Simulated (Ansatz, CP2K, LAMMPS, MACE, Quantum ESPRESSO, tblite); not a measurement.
**Amorphous 82P2O5-18La2O3 (mol %) (73 atoms) under volume change, by several methods**

Aim: pressure against volume for amorphous 82P2O5-18La2O3 (mol %) (73 atoms), with plane waves as the reference.

The results are calculated values.

**1. The structure**

The cell holds 73 atoms (18 P, 4 La and 51 O), with edges of 10.17, 10.17 and 10.17 Å. Recipe: 73 atoms (18 P, 4 Nd, 51 O) placed at random at 3.07 g/cm³, melted at 5000 K for 10 ps at fixed volume with the Morse and Coulomb pair potential with partial charges (Pedone, Malavasi, Menziani, Cormack and Segre, J. Phys. Chem. B 110, 11780 (2006)). Quenched from 5000 K to 300 K at 50 K/ps and fixed volume, held 10 ps at zero pressure, then minimised at fixed cell. Then Nd was replaced by La and the cell scaled by 1.011 (the potential has no terms for the new elements, so the cell is a start for a DFT relaxation). Then the atoms were relaxed with MACE MPA-0 medium in the fixed cell.

Bonds by pair of elements; cutoffs follow the first minimum of g(r), held within bounds set by covalent radii, and pairs that aren't listed don't count as bonded:

```tsv
pair A-B	cutoff (Å)	bonds	mean length (Å)	spread (Å)	shortest (Å)	B about A	A about B
O-P	2.08	72	1.56	0.068	1.45	1.41	4
O-La	3.19	26	2.49	0.161	2.24	0.51	6.5
```

**2. The reference input**

Quantum ESPRESSO 7.5: Kohn-Sham DFT, PBE, SSSP efficiency 1.3.0 pseudopotentials, plane waves. Its input, pw.in, for the unchanged cell:

```
&control
  calculation = 'scf'
  pseudo_dir = './pseudo'
  outdir = './tmp'
  disk_io = 'none'
  tprnfor = .true.
  tstress = .true.
/
&system
  ibrav = 0
  nat = 73
  ntyp = 3
  ecutwfc = 60
  ecutrho = 480
  nosym = .true.
  occupations = 'smearing'
  smearing = 'fd'
  degauss = 0.003675
/
&electrons
  conv_thr = 3.6e-07
  electron_maxstep = 100
  mixing_beta = 0.4
  mixing_mode = 'plain'
  diagonalization = 'david'
/
ATOMIC_SPECIES
P 30.974 P.upf
La 138.905 La.upf
O 15.999 O.upf
CELL_PARAMETERS angstrom
10.17071 0.00000 0.00000
0.00000 10.17071 0.00000
0.00000 0.00000 10.17071
ATOMIC_POSITIONS crystal
P 0.94311 0.25894 0.17464
P 0.93882 0.05258 0.55047
P 0.86807 0.88953 0.93066
P 0.19294 0.62468 0.03558
[... 67 atom lines left out ...]
O 0.59356 0.09914 0.97775
O 0.94763 0.00769 0.94587
K_POINTS gamma
```

```console
$ OMP_NUM_THREADS=1 mpirun -np 4 pw.x -in pw.in > output.txt
```

Run time: 3.6 min. Hardware: 4 MPI ranks of Arm Neoverse V2, shared host; peak memory 6.5 GiB; 14 min of CPU time.

It converged with an r.m.s. force component of 0.15 eV/Å and a pressure of 1.7 GPa.

**3. Levels of theory**

Every level solves the same cells as single points. CPU time is summed over a level's finished runs, on a host shared with the other runs, so it is rough; the force column is the median over cells of the r.m.s. difference of force components from the reference.

```
                   level                      basis or training data  k-points  runs finished  CPU time  peak memory (GiB)  force difference (meV/Å)
                 QE, PBE     plane waves, SSSP efficiency, 60/480 Ry         Γ         5 of 5    75 min                6.9                 reference
   CP2K double zeta, PBE  DZVP-MOLOPT-SR, GTH-PBE potentials, 600 Ry         Γ         5 of 5    19 min                5.0                       193
CP2K double zeta, PBEsol  DZVP-MOLOPT-SR, GTH-PBE potentials, 600 Ry         Γ         5 of 5    19 min                5.0                       147
  CP2K double zeta, RPBE  DZVP-MOLOPT-SR, GTH-PBE potentials, 600 Ry         Γ         5 of 5    20 min                5.0                       255
         tblite GFN1-xTB  tight binding with its own dispersion term         Γ         5 of 5      22 s               0.12                       614
       MACE MP-0b2 small          trained on PBE(+U) plane-wave data         -         5 of 5      28 s               0.67                       146
       MACE MPA-0 medium          trained on PBE(+U) plane-wave data         -         5 of 5      35 s               0.99                       148
```

The reference's own r.m.s. force component runs from 145 to 151 meV/Å over these cells. MACE MPA-0 medium relaxed the atoms, so in the cells that it relaxed its own forces are small, and its entry isn't an independent test there.

**4. Pressure against volume**

The cell is scaled evenly, and at each volume MACE MPA-0 medium relaxes the atoms again before the single points. The unchanged volume is 14.412 Å³ an atom. Pressures in GPa:

```tsv
level	-6 %	-3 %	0	+3 %	+6 %
QE, PBE	3.65	2.48	1.75	0.94	0.59
CP2K double zeta, PBE	3.95	2.79	2.06	1.26	0.91
CP2K double zeta, PBEsol	2.23	1.18	0.57	-0.13	-0.40
CP2K double zeta, RPBE	5.78	4.53	3.71	2.83	2.39
tblite GFN1-xTB	1.61	0.78	0.27	-0.26	-0.42
MACE MP-0b2 small	1.95	0.89	0.21	-0.54	-0.89
MACE MPA-0 medium	2.31	1.18	0.42	-0.36	-0.70
```

Energy less that of the unchanged cell at the same level, in meV an atom:

```tsv
level	-6 %	-3 %	+3 %	+6 %
QE, PBE	7.20	1.56	-0.97	-0.48
CP2K double zeta, PBE	5.83	0.78	-0.11	0.77
CP2K double zeta, PBEsol	-2.00	-2.94	3.03	6.48
CP2K double zeta, RPBE	15.19	5.28	-3.95	-6.64
tblite GFN1-xTB	0.06	-0.50	1.17	5.69
MACE MP-0b2 small	1.63	-1.08	1.31	4.26
MACE MPA-0 medium	6.42	1.51	-0.15	0.64
```

**5. Moduli**

From the three volumes nearest the unchanged one: B from the slope of pressure against ln V and from the curvature of the energy, the pressure that the slope of the energy implies, and the volume change at which the printed pressure crosses zero (a dash if it doesn't within the range).

```tsv
level	B from pressures (GPa)	B from energies (GPa)	printed pressure (GPa)	pressure from energies (GPa)	zero pressure at (%)
QE, PBE	25.5	7.3	1.75	0.47	-
CP2K double zeta, PBE	25.3	8.2	2.06	0.17	-
CP2K double zeta, PBEsol	21.9	1.1	0.57	-1.11	+2.4
CP2K double zeta, RPBE	28.3	16.4	3.71	1.71	-
tblite GFN1-xTB	17.4	8.3	0.27	-0.31	+1.5
MACE MP-0b2 small	23.8	2.8	0.21	-0.44	+0.8
MACE MPA-0 medium	25.6	16.8	0.42	0.31	+1.6
```

As a check by hand on the reference: from -3 to +3 % the pressure falls by 1.53 GPa while ln V grows by 0.0600, a ratio of 25.5 GPa.

Gap between the highest filled and the lowest empty level on the runs' k-points, in eV:

```tsv
level	-6 %	-3 %	0	+3 %	+6 %
QE, PBE	3.65	3.48	3.43	3.36	3.16
CP2K double zeta, PBE	3.42	3.38	3.38	3.37	3.30
CP2K double zeta, PBEsol	3.41	3.36	3.37	3.36	3.29
CP2K double zeta, RPBE	3.46	3.42	3.42	3.42	3.35
```

**6. What came out**

The plane-wave reference (PBE) gives a bulk modulus of 25.5 GPa from its pressures, at a volume where its pressure is 1.75 GPa, and the pressure stays positive over the whole range. Other programs at PBE: CP2K double zeta, PBE 25.3 GPa (-1 %); its pressure lies +0.31 GPa from the reference's. Other functionals: CP2K double zeta, PBEsol 21.9 GPa (-14 %) and CP2K double zeta, RPBE 28.3 GPa (+11 %); their pressures lie -1.18 to +1.96 GPa from the reference's.

Learned potentials: MACE MP-0b2 small 23.8 GPa (-7 %) and MACE MPA-0 medium 25.6 GPa (+0 %); their pressures lie -1.53 to -1.33 GPa from the reference's. Tight binding: tblite GFN1-xTB 17.4 GPa (-32 %); its pressure lies -1.48 GPa from the reference's. The moduli are read at one volume but at unlike pressures, and a cell under tension is as a rule softer than one under compression. Moduli from the energies run from 1 to 17 GPa and part from those from pressures by as much as -95 % (CP2K double zeta, PBEsol); they rest on small differences of energy, and for levels other than MACE MPA-0 medium they hold the work of leftover forces. Printed pressure and the slope of the energy part noticeably for QE, PBE, CP2K double zeta, PBE, CP2K double zeta, PBEsol and CP2K double zeta, RPBE; the atoms move along a path that isn't these levels' own, so their forces do work along it, and an error in the stress can't be told from that. The reference's gap falls as the cell grows, from 3.65 eV at -6 % to 3.16 eV at +6 %.

Caveats: The atoms follow MACE MPA-0 medium, not each level's own minimum, so these moduli only approach relaxed ones and hang on that choice. Three points at finite strain give rough moduli, at the given volume rather than at zero pressure. Pressures at a fixed plane-wave cutoff or in a small atom-centred basis hold some basis error. The quench rate of 50 K/ps is many orders above laboratory rates, so the cell is likely richer in defects and strain than a real sample. The reference samples only Γ, in a cell whose shortest periodic width is 10 Å. Spin–orbit coupling is left out, which matters for the levels of the heavy elements. The reference isn't exact: its cutoffs and mesh weren't converged further here, and in our tests on small cells the SSSP efficiency potentials stood apart from two norm-conserving sets for C–F bonds most, for P–O and Y–O bonds less. Where levels are smeared, the DFT runs use Fermi–Dirac occupations at 580 K (0.05 eV), and energies are free energies.

[Logs are printed without paths, hosts, clocks, repeated set-up lines and the standing remarks that a program may print on its own settings, such as how far it seeks lower states.]

[Hosts, paths, dates, database ids (printed as entryN), source tags and the programs' standing remarks are cut or masked in the printed files.]
